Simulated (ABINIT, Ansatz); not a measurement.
Computed results, one entry a study.

```
! title: Quasiparticle gap of MgTiF6 (R-3) in ABINIT
! method: RPA screening on PBEsol, plane waves, norm-conserving pseudopotentials (and 2 further levels or steps)
! program: ABINIT 10.8.3
! settings: cutoff 38 Ha, PseudoDojo scalar-relativistic 0.4.1 standard, norm-conserving, ngkpt (2, 2, 2), nband 83, ecuteps 3.6 Ha, inclvkb 2, shiftk (0, 0, 0), symchi 1, awtr 1, frequency ppm, 2×2×2 k-mesh
! cost: 5 runs, 4.8 min in all on 4 MPI ranks of Arm Neoverse V2, shared host
! notes: The cell and positions are those that the Materials Project relaxed with its own functionals (PBE, PBE+U or r2SCAN), kept fixed. The 2×2×2 mesh is coarse for this cell, which bears on the long-range parts of exchange and screening.
! PBEsol gap: 4.88 eV, indirect (only 9 meV under the direct gap)
! G0W0 gap on the mesh: 9.71 eV
! GW settings: 2×2×2 mesh, 83 bands, screening to 98 eV, Godby-Needs plasmon pole
! known limits: short of the basis limit; coarse k mesh
CELL_PARAMETERS angstrom
2.60828 1.50589 4.44451
-2.60828 1.50589 4.44451
0.00000 -3.01178 4.44451
ATOMIC_POSITIONS crystal
Mg 0.50000 0.50000 0.50000
Ti 0.00000 0.00000 0.00000
F 0.67162 0.84246 0.24224
F 0.84246 0.24224 0.67162
F 0.75776 0.32838 0.15754
F 0.15754 0.75776 0.32838
F 0.32838 0.15754 0.75776
F 0.24224 0.67162 0.84246
```

[Long decimals in the printed logs are rounded to 6 places.]

[Logs are printed without paths, hosts, clocks, repeated set-up lines and the standing remarks that a program may print on its own settings, such as how far it seeks lower states.]

[Paths, hosts, dates, memory and timing lines, banners, echoed tables and standing remarks are left out of the program output; an Ansatz launch command may be rebuilt from the run's recorded settings. Measured values are a selection of at most five: reports struck by readers or far from the other reports are left out. None is set beside runs whose start may be inverted or whose files or cutoffs have a known fault.]

[Runs of the session that timed out or met a known fault of the program may be left out.]

[Hosts, paths, dates, database ids (printed as entryN), source tags and the programs' standing remarks are cut or masked in the printed files.]

[G0W0 gaps are taken among the corrected bands and points alone; a level outside them can change the order at an edge.]

[Where Ansatz stands beside ABINIT at settings called matched, ABINIT's density can come from a denser mesh and the files from another edition; pairs whose starting gaps differed by over 0.03 eV were left out, so agreement reads better than it is.]
